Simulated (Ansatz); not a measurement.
# Glassy 60SiO2-30Al2O3-5Li2O-5TiO2 (mol %) (72 atoms) under strain, part 2 of 4

Aim: relax glassy 60SiO2-30Al2O3-5Li2O-5TiO2 (mol %) (72 atoms), then change its volume and shape to read moduli from the stress.

Ansatz 0.2.0; Kohn-Sham DFT, LDA, PAW (set soft_2), plane waves.

The cell: 12 Si, 12 Al, 2 Li, 1 Ti and 45 O. The quench rate of 20 K/ps is many orders above laboratory rates. The network of bonds at the start is that of the classical potential that made the cell. Only the Γ point is sampled.

So far. Step 2 (Single point at the start): The r.m.s. force at the start is 1.1 eV/Å. Step 3 (Cell and atoms relaxed): The relaxation converged after 23 steps, with a largest force component of 0.017 eV/Å.

### 4. Single point at the relaxed geometry

One more single point at the end of the walk gives the fuller output and checks the residual forces.

The input, input.yaml:

```yaml
crystal:
  lattice:
    - [9.69135, 0.0605, -0.02715]
    - [0.0605, 9.30535, -0.20051]
    - [-0.02715, -0.20051, 9.52616]
  atoms:
    - { symbol: Si, position: [0.55785, 0.8602, 0.4372] }
    - { symbol: Si, position: [0.44866, 0.90571, 0.83726] }
    - { symbol: Si, position: [0.71015, 0.97112, 0.18141] }
    - { symbol: Si, position: [0.57917, 0.61697, 0.92778] }
    - { symbol: Si, position: [0.91842, 0.57024, 0.51952] }
    - { symbol: Si, position: [0.61109, 0.57231, 0.59709] }
    [... 60 atom lines left out ...]
    - { symbol: O, position: [0.15676, 0.13065, 0.83036] }
    - { symbol: O, position: [0.39449, 0.1837, 0.7022] }
    - { symbol: O, position: [0.89452, 0.05137, 0.78215] }
    - { symbol: O, position: [0.631, 0.85654, 0.28619] }
    - { symbol: O, position: [0.74075, 0.92992, 0.0118] }
    - { symbol: O, position: [0.38012, 0.02036, 0.94818] }
kpoints:
  mp_grid: { grid: [1, 1, 1] }
hamiltonian:
  xc: lda
scf:
  occupations: { method: fermi_dirac, width: 0.025 }
output:
  forces: true
  stress: true
  populations: true
  dos:
    method: { smearing: { sigma: 0.15 } }
    de: 0.1
    projected: { site_lists: { Al: [Al], Li: [Li], O: [O], Si: [Si], Ti: [Ti] } }
  eigenvalues: true
  write_density: true
  write_potential: true
  volumetric_format: npy
```

The run is started by

```
ansatz run input.yaml --threads 4 --pin off --max-ram 8192MiB --backend cpu --events-out ev --progress --plain --runs-dir out
```

Numbers of over 12 decimals in the logs are rounded to 6 here.

What it wrote:

```text
[...]
Crystal: 72 atoms, lattice volume = 858.652 Å³
Basis set: ecut = 420 eV, 16787 PW (Γ)
Bands: 258, of which v1, the nominal top of the filled ones, is band 186 counted from 1 (185 counted from 0)
Symmetry: 1 space group operations
[...]
k-points: 1
[...]
SCF iter   1: F=—  HF=-41389.716345 eV  |F-HF|=—  |Δ(HF+E_count)|=         —  Δρ=1.38e-2  dr2=1.49e0  ethr=1.77e-3  ⟨swp⟩=5.0  Hψ=1122  notcnv=0  defer=61
[...]
SCF iter  11: F=-41389.253112 eV  HF=-41389.253112 eV  |F-HF|=9.04e-9  |Δ(HF+E_count)|=   6.48e-8  Δρ=1.61e-6  dr2=3.23e-8  ethr=2.69e-11  ⟨swp⟩=21.0  Hψ=2342  notcnv=0
SCF 1 converged in 11 iterations: F = -41389.253112 eV  dr2 = 3.23e-8
[...]
SCF converged after 11 iterations
Free energy (F): -41389.253112 eV
[...]
Internal energy: -41389.253112 eV  (E = F + TS)
E sigma→0 (E₀):  -41389.253112 eV
Fermi energy:    5.114130 eV
[...]
--- Forces (eV/Å), atoms counted from 1 ---
  atom   1  Si    -0.00184497     0.00441763    -0.00110631
  atom   2  Si     0.01032227    -0.00067882    -0.00332795
  atom   3  Si     0.00408725    -0.01356415     0.01118677
  atom   4  Si     0.00976580    -0.00006879    -0.00152623
  atom   5  Si    -0.00359300    -0.00666412    -0.00102701
  atom   6  Si    -0.00224603     0.00066654    -0.00085650
  atom   7  Si     0.00279113    -0.00358315    -0.00879855
  atom   8  Si     0.00678570    -0.00461921     0.01418098
  atom   9  Si    -0.00510204    -0.00011762     0.00199680
  atom  10  Si    -0.00185160    -0.00749619     0.00583730
  atom  11  Si     0.00691556    -0.00865676     0.01920107
  atom  12  Si    -0.00521493    -0.00159698     0.00412578
  atom  13  Al    -0.00484177     0.00482863    -0.00013998
  atom  14  Al    -0.00186682    -0.00403260    -0.00822055
[...]
atom  71  O      0.00451853     0.00599813    -0.00403103
  atom  72  O     -0.01136223     0.00274891    -0.00938683
  max |Σ_I F_I| component: 1.38e-4 eV/Å
--- Stress (GPa, compression-positive) ---
        0.003921      -0.004667       0.004296
       -0.004668      -0.001885      -0.000243
        0.004296      -0.000243       0.005072
  P = ⅓ Tr σ = 0.0024 GPa (0.024 kbar)
--- Band table (eV) ---
[...]
--- Löwdin populations: 72 sites ---
  site symbol       q [e]
     0     Si      2.2871
     1     Si      2.2744
     2     Si      2.3181
[...]
71      O      6.7473
  spilling = 0.011022 (of n_electrons = 372.000000)
```

Elapsed: 4.3 s, on 4 threads of Intel Xeon 6975P-C (Granite Rapids), shared host; peak memory 1 GiB; 15 s of CPU time.

Numbers from this run:

- free energy: -41389.2531 eV
- free energy per atom: -574.8507 eV/atom
- SCF cycles: 11
- pressure: 0.00237 GPa
- r.m.s. force component: 0.00624 eV/Å
- longest force: 0.02217 eV/Å
- Fermi energy: 5.114 eV
- gap (highest filled to lowest empty level): 2.367 eV
- spilling of the projection: 0.01102

Löwdin charges by element and coordination (they lack the spilled electrons, 0.057 e an atom on average):

| element | coordination | atoms | mean charge (e) | spread | least | most |
| --- | --- | --- | --- | --- | --- | --- |
| Al | all | 12 | 1.31 | 0.0457 | 1.22 | 1.38 |
| Al | 4 | 7 | 1.34 | 0.0253 | 1.31 | 1.38 |
| Al | 5 | 4 | 1.26 | 0.0272 | 1.22 | 1.29 |
| Al | 6 | 1 | 1.28 | 0 | 1.28 | 1.28 |
| Li | all | 2 | 0.840 | 0.0016 | 0.838 | 0.841 |
| Li | 3 | 1 | 0.838 | 0 | 0.838 | 0.838 |
| Li | 4 | 1 | 0.841 | 0 | 0.841 | 0.841 |
| O | all | 45 | -0.784 | 0.0598 | -0.938 | -0.595 |
| O | 2 | 21 | -0.776 | 0.0399 | -0.828 | -0.638 |
| O | 3 | 24 | -0.791 | 0.0722 | -0.938 | -0.595 |
| Si | all | 12 | 1.71 | 0.017 | 1.68 | 1.74 |
| Si | 4 | 11 | 1.71 | 0.0151 | 1.69 | 1.74 |
| Si | 5 | 1 | 1.68 | 0 | 1.68 | 1.68 |
| Ti | all | 1 | 1.40 | 0 | 1.40 | 1.40 |

Density of states as counts of states in windows of 1 eV (from the Fermi level), total and the larger projections:

| from (eV) | to (eV) | total | O p | Si p | O s |
| --- | --- | --- | --- | --- | --- |
| -18 | -17 | 7.7 | 0.1 | 0.4 | 6.2 |
| -17 | -16 | 2.0 | 0.0 | 0.0 | 1.6 |
| -16 | -12 | 0.0 | 0.0 | 0.0 | 0.0 |
| -12 | -11 | 1.9 | 1.3 | 0.1 | 0.1 |
| -11 | -10 | 5.0 | 3.3 | 0.3 | 0.2 |
| -10 | -9 | 9.4 | 6.6 | 0.6 | 0.5 |
| -9 | -8 | 14.5 | 10.7 | 1.4 | 0.4 |
| -8 | -7 | 24.8 | 18.9 | 2.5 | 0.5 |
| -7 | -6 | 30.9 | 24.2 | 2.2 | 0.9 |
| -6 | -5 | 35.1 | 29.2 | 1.6 | 0.9 |
| -5 | -4 | 42.6 | 38.0 | 1.1 | 0.7 |
| -4 | -3 | 50.2 | 46.7 | 0.8 | 0.5 |
| -3 | -2 | 41.9 | 39.9 | 0.4 | 0.3 |
| -2 | -1 | 13.5 | 12.9 | 0.1 | 0.1 |
| -1 | 0 | 0.1 | 0.0 | 0.0 | 0.0 |
| 0 | 1 | 0.1 | 0.0 | 0.0 | 0.0 |
| 1 | 2 | 4.3 | 0.7 | 0.0 | 0.0 |
| 2 | 3 | 5.3 | 0.7 | 0.1 | 0.6 |
| 3 | 4 | 2.2 | 0.4 | 0.0 | 0.2 |
| 4 | 5 | 5.6 | 0.7 | 0.6 | 1.0 |

Between -26 and -18 eV lie 80 more states.

The levels nearest the highest filled one (over half full), pooled over k-points and spins:

| level less the highest filled one (eV) | occupation |
| --- | --- |
| -0.714 | 2 |
| -0.637 | 2 |
| -0.536 | 2 |
| -0.507 | 2 |
| -0.402 | 2 |
| 0 | 2 |
| 2.37 | 0 |
| 2.66 | 0 |
| 3.29 | 0 |
| 3.73 | 0 |
| 4.09 | 0 |
| 4.49 | 0 |

Valence density in the ac plane at fractional y = 0.854, with atoms of Si and Al and Ti and O within 0.2 Å of it. It is the smooth field of the valence electrons, not physical close to the nuclei.

Values in e/Å³, 13 rows by 16 columns, each cell a mean:
```
5.8 2.3 0.2 0.0 0.0 0.0 0.2 0.6 0.7 0.2 0.1 0.4 0.5 0.3 0.3 1.6
1.7 0.7 0.1 0.0 0.0 0.1 0.2 0.6 0.6 0.2 0.1 0.1 0.4 0.6 0.3 0.6
0.2 0.2 0.1 0.0 0.1 0.6 0.7 0.3 0.2 0.2 0.1 0.1 0.5 0.8 0.4 0.2
0.6 1.7 0.7 0.1 0.6 4.1 3.9 0.6 0.1 0.1 0.1 0.1 0.1 0.2 0.1 0.1
1.4 5.1 2.1 0.3 0.5 2.2 1.9 0.3 0.1 0.1 0.1 0.0 0.0 0.0 0.0 0.1
0.3 1.0 0.6 0.1 0.1 0.2 0.2 0.1 0.1 0.2 0.2 0.0 0.0 0.0 0.1 0.1
0.1 0.3 0.4 0.2 0.2 0.8 1.5 0.6 0.2 0.3 0.2 0.1 0.0 0.1 0.2 0.1
0.4 2.7 4.0 0.8 0.3 2.5 5.2 1.6 0.3 0.3 0.4 0.1 0.1 0.1 0.1 0.1
0.4 2.3 3.4 1.6 2.5 1.2 1.1 0.4 0.4 2.0 3.2 0.7 0.1 0.2 0.2 0.1
0.1 0.2 0.4 4.1 8.6 2.6 0.1 0.1 0.3 2.7 4.7 1.0 0.3 1.8 2.3 0.5
0.1 0.0 0.1 0.9 2.0 0.5 0.0 0.0 0.1 0.3 0.5 0.3 0.5 3.8 4.5 0.6
0.1 0.0 0.1 0.2 0.2 0.1 0.0 0.0 0.0 0.0 0.1 0.2 0.3 0.7 0.7 0.2
1.1 0.5 0.1 0.1 0.1 0.0 0.0 0.1 0.1 0.1 0.2 0.7 0.9 0.3 0.2 0.5
```
Columns run along a (9.7 Å), rows up along c (9.5 Å). Atoms in or near the plane, at fractional coordinates: Si at (0.56, 0.44), Al at (0.93, 0.37), Ti at (0.26, 0.26), O at (0.03, 0.95), O at (0.09, 0.65), O at (0.39, 0.42), O at (0.36, 0.70), O at (0.87, 0.20), O at (0.13, 0.38), O at (0.63, 0.29).

Electrostatic potential energy in the ac plane at fractional y = 0.854, with atoms of Si and Al and Ti and O within 0.2 Å of it. With pseudopotentials it is smooth inside the atoms' cores, unlike the true potential.

Ten even steps from '_' (-41 eV) to '@' (11 eV), each cell a mean:
```
__..++@@@@@@@@@@@@@@@@@@@@%%@@@@@@@@@@%%%%%%##**####==
____==@@@@@@@@@@@@@@%%####**%%@@@@@@@@@@%%%%%%%%%%%%==
++++%%@@@@@@@@@@@@%%##==::==##%%@@@@%%%%####%%%%@@@@%%
####%%@@@@@@@@@@@@%%++____..**%%@@@@%%##****##%%@@%%%%
****%%@@@@@@@@@@@@%%**::__--**%%@@@@%%##****##%%%%%%**
****%%@@@@@@@@@@%%++==++**##%%@@@@@@%%%%##%%%%@@@@%%**
####**##@@@@@@@@++____--%%%%@@@@@@@@@@@@@@@@@@@@@@%%##
%%--__::##%%%%%%==____==@@@@@@@@@@@@@@@@@@@@@@@@@@@@@@
%%--__..++##******++++%%@@@@@@@@@@@@@@@@@@@@@@@@@@@@@@
@@##==++##++****++##@@@@@@@@@@@@@@@@@@@@@@@@@@@@@@@@@@
@@@@@@%%##++****++##@@@@@@%%%%%%%%@@@@@@@@@@@@@@@@@@@@
@@@@@@@@##++++++**##%%@@%%##==--++##@@@@@@@@@@@@@@@@@@
%%@@@@%%%%########**--==**--______++%%@@@@@@@@%%######
**%%++::--##%%%%##::____==::______==%%@@@@@@%%##++**++
++**..____++%%%%##--__..**++..__::**%%@@@@@@%%++**%%##
++##--__..++====++****##%%%%****----**@@@@@@%%****##**
##%%%%##**==....::==%%@@@@@@%%**____::%%@@@@%%##**++++
%%@@@@%%##--..__..--##%%@@@@@@##..__::%%@@@@##====##%%
@@@@@@@@##==....::==##@@@@@@@@@@##++##%%%%%%::____++@@
@@@@@@@@%%##++==++##%%@@@@@@@@@@@@%%%%%%%%%%::__..**@@
@@@@@@@@@@%%%%%%%%%%@@@@@@@@@@@@@@@@%%%%%%%%##++**%%@@
@@@@@@@@@@@@@@@@@@@@@@@@@@@@@@@@@@@@@@%%%%%%######%%@@
@@@@@@@@@@@@@@@@@@@@@@@@@@@@@@@@@@@@@@%%%%##**++**##%%
++**%%@@@@@@@@@@@@@@@@@@@@@@@@@@@@@@@@%%####**++++##%%
```
Columns run along a (9.7 Å; values clipped at the 3rd and 97th percentile), rows up along c (9.5 Å). Atoms in or near the plane, at fractional coordinates: Si at (0.56, 0.44), Al at (0.93, 0.37), Ti at (0.26, 0.26), O at (0.03, 0.95), O at (0.09, 0.65), O at (0.39, 0.42), O at (0.36, 0.70), O at (0.87, 0.20), O at (0.13, 0.38), O at (0.63, 0.29).

Between filled and empty levels lie 2.37 eV (at Γ alone); a local or semilocal functional tends to put such gaps too low. In a disordered cell it changes from sample to sample, and tail or defect levels can set it. Mean Löwdin charges: Al +1.31, Li +0.84, O -0.78, Si +1.71, Ti +1.40 e (they miss 1.1 % of the electrons, so they add up to more than the cell's charge).

### 5. Volume -3 %

The relaxed cell is scaled evenly and the atoms are relaxed again; the stress at the end gives one point of P(V).

input.yaml, the sections that differ from step 4:

```yaml
crystal:
  lattice:
    - [9.59345, 0.05989, -0.02688]
    - [0.05989, 9.21135, -0.19848]
    - [-0.02688, -0.19848, 9.42993]
  atoms:
    [... the 72 atom lines of step 4 ...]
output:
  forces: true
  eigenvalues: true
  stress: true
relax:
  f_tol: 0.05
  max_steps: 70
# kpoints, hamiltonian, scf: as in step 4
```

What it wrote:

```text
Warning: output.stress: scf.convergence.dr2_threshold = 1e-7 eV (the SCF's general default) is looser than the 7.2e-9 eV advised for a printed stress (1e-10 eV for each atom of the cell: 72). What an SCF threshold leaves in a stress goes as its square root, and in the free energy as the threshold itself, and one threshold admits the most on a small cell: [...]
[...]
Crystal: 72 atoms, lattice volume = 832.892 Å³
Basis set: ecut = 420 eV, 16287 PW (Γ)
Bands: 258, of which v1, the nominal top of the filled ones, is band 186 counted from 1 (185 counted from 0)
Symmetry: 1 space group operations
[...]
k-points: 1
[...]
SCF iter   1: F=—  HF=-41389.233965 eV  |F-HF|=—  |Δ(HF+E_count)|=         —  Δρ=1.38e-2  dr2=1.44e0  ethr=1.77e-3  ⟨swp⟩=5.0  Hψ=1122  notcnv=0  defer=61
[...]
SCF iter   7: F=-41388.780897 eV  HF=-41388.780904 eV  |F-HF|=7.05e-6  |Δ(HF+E_count)|=   2.39e-5  Δρ=5.08e-5  dr2=2.26e-5  ethr=1.68e-8  ⟨swp⟩=14.0  Hψ=1637  notcnv=0
SCF 1 converged in 7 iterations: F = -41388.780897 eV  dr2 = 2.26e-5
[...]
relax step   1: F+E_penalty+E_count = -41388.78089713 eV  Δ(F+E_penalty+E_count) = +0.000e0 eV  max|allowed force component| = 4.480e-1 eV/Å  Δτ_max = 0.0000 Å  (7 SCF iters, dr2 threshold 6.25e-5 eV, accepted)
[...]
relax step   2: F+E_penalty+E_count = -41388.88787203 eV  Δ(F+E_penalty+E_count) = -1.070e-1 eV  max|allowed force component| = 3.222e-1 eV/Å  Δτ_max = 0.0257 Å  (6 SCF iters, dr2 threshold 1.25e-5 eV, accepted)
[...]
relax step   3: F+E_penalty+E_count = -41388.99557094 eV  Δ(F+E_penalty+E_count) = -1.077e-1 eV  max|allowed force component| = 1.270e-1 eV/Å  Δτ_max = 0.0680 Å  (7 SCF iters, dr2 threshold 6.49e-6 eV, accepted)
relax step   4: F+E_penalty+E_count = -41389.01064842 eV  Δ(F+E_penalty+E_count) = -1.508e-2 eV  max|allowed force component| = 2.853e-1 eV/Å  Δτ_max = 0.0265 Å  (7 SCF iters, dr2 threshold 2.50e-6 eV, accepted)
relax step   5: F+E_penalty+E_count = -41389.02525672 eV  Δ(F+E_penalty+E_count) = -1.461e-2 eV  max|allowed force component| = 1.253e-1 eV/Å  Δτ_max = 0.0387 Å  (6 SCF iters, dr2 threshold 1.26e-5 eV, accepted)
relax step   6: F+E_penalty+E_count = -41389.02806337 eV  Δ(F+E_penalty+E_count) = -2.807e-3 eV  max|allowed force component| = 1.707e-1 eV/Å  Δτ_max = 0.0200 Å  (6 SCF iters, dr2 threshold 3.03e-6 eV, accepted)
relax step   7: F+E_penalty+E_count = -41389.02914516 eV  Δ(F+E_penalty+E_count) = -1.082e-3 eV  max|allowed force component| = 9.471e-2 eV/Å  Δτ_max = 0.0851 Å  (6 SCF iters, dr2 threshold 5.62e-6 eV, accepted)
relax step   8: F+E_penalty+E_count = -41389.03393966 eV  Δ(F+E_penalty+E_count) = -4.794e-3 eV  max|allowed force component| = 7.110e-2 eV/Å  Δτ_max = 0.0222 Å  (6 SCF iters, dr2 threshold 2.76e-6 eV, accepted)
relax step   9: F+E_penalty+E_count = -41389.03493418 eV  Δ(F+E_penalty+E_count) = -9.945e-4 eV  max|allowed force component| = 6.519e-2 eV/Å  Δτ_max = 0.0220 Å  (8 SCF iters, accepted)
[...]
relax step  10: F+E_penalty+E_count = -41389.03575170 eV  Δ(F+E_penalty+E_count) = -8.175e-4 eV  max|allowed force component| = 1.910e-2 eV/Å  Δτ_max = 0.0105 Å  (7 SCF iters, accepted)
SCF converged after 7 iterations
Free energy (F): -41389.035752 eV
[...]
Internal energy: -41389.035752 eV  (E = F + TS)
E sigma→0 (E₀):  -41389.035752 eV
Fermi energy:    5.460135 eV
[...]
--- Forces (eV/Å), atoms counted from 1 ---
  atom   1  Si     0.00123873     0.00234153    -0.00047069
  atom   2  Si     0.00135813    -0.00348156     0.00644729
  atom   3  Si    -0.00593663     0.00299266    -0.00121259
  atom   4  Si     0.00167820    -0.00203764    -0.00174855
  atom   5  Si    -0.00077454    -0.00131278    -0.00272932
  atom   6  Si     0.00172828    -0.00087550    -0.00191480
  atom   7  Si     0.00574000    -0.00334283     0.00323049
  atom   8  Si    -0.00146445    -0.00433171     0.00234099
  atom   9  Si    -0.00050899    -0.00041264    -0.00012675
  atom  10  Si     0.01449101    -0.00264699    -0.00361322
  atom  11  Si    -0.00139011    -0.00268957     0.00035298
  atom  12  Si     0.00530005    -0.00506614     0.00199314
  atom  13  Al    -0.00149520     0.00285988     0.00039747
  atom  14  Al     0.00019400     0.00081513     0.01261857
[...]
atom  71  O      0.00794812     0.00020465    -0.00572697
  atom  72  O      0.00561008     0.00253870    -0.00264474
  max |Σ_I F_I| component: 3.47e-4 eV/Å
--- Stress (GPa, compression-positive) ---
        3.151245       0.127021      -0.047009
        0.127021       2.508964      -0.420145
       -0.047009      -0.420144       2.888501
  P = ⅓ Tr σ = 2.8496 GPa (28.496 kbar)
--- Band table (eV) ---
[...]
--- Relaxed structure (10 steps of the walk, 10 accepted, 0 SCFs on fresh bases) ---
  F+E_penalty+E_count = -41389.03575170 eV   max|allowed force component| = 1.910e-2 eV/Å
  atoms:
    - { symbol: Si, position: [0.558765, 0.860105, 0.437422] }
    - { symbol: Si, position: [0.446158, 0.905562, 0.836433] }
    - { symbol: Si, position: [0.710086, 0.971195, 0.182914] }
    - { symbol: Si, position: [0.579171, 0.615035, 0.927408] }
[...]
- { symbol: O, position: [0.376212, 0.019401, 0.948919] }
```

Wall time 28 s (4 threads); peak memory 1 GiB; 98 s of CPU time.

The program notes that the SCF threshold is loose for the stress.

The relaxation converged after 10 steps, 0.255 eV below its start, with a largest force component of 0.019 eV/Å.

Volume -3 %: the energy stands 0.217 eV above that of the reference, at a pressure of 2.85 GPa.

### 6. Volume +3 %

The relaxed cell is scaled to another volume.

Input and log are left out; they have the form of those shown for this kind of step.

Wall time 32 s (4 threads of Intel Xeon 6975P-C (Granite Rapids), shared host); peak memory 1.1 GiB.

The relaxation converged after 11 steps, 0.208 eV below its start, with a largest force component of 0.022 eV/Å.

Volume +3 %: the energy stands 0.225 eV above that of the reference, at a pressure of -2.52 GPa.

### 7. Volume -6 %

The relaxed cell is scaled to another volume.

Input and log are left out; they have the form of those shown for this kind of step.

The job ended after 26 s (4 threads of Intel Xeon 6975P-C (Granite Rapids), shared host; peak memory 1 GiB).

The relaxation converged after 10 steps, 1.07 eV below its start, with a largest force component of 0.031 eV/Å.

Volume -6 %: the energy stands 0.923 eV above that of the reference, at a pressure of 5.88 GPa.

(Part 2 of 4 ends here.)

[Logs are printed without paths, hosts, clocks, repeated set-up lines and the standing remarks that a program may print on its own settings, such as how far it seeks lower states.]

[Hosts, paths, dates, database ids (printed as entryN), source tags and the programs' standing remarks are cut or masked in the printed files.]
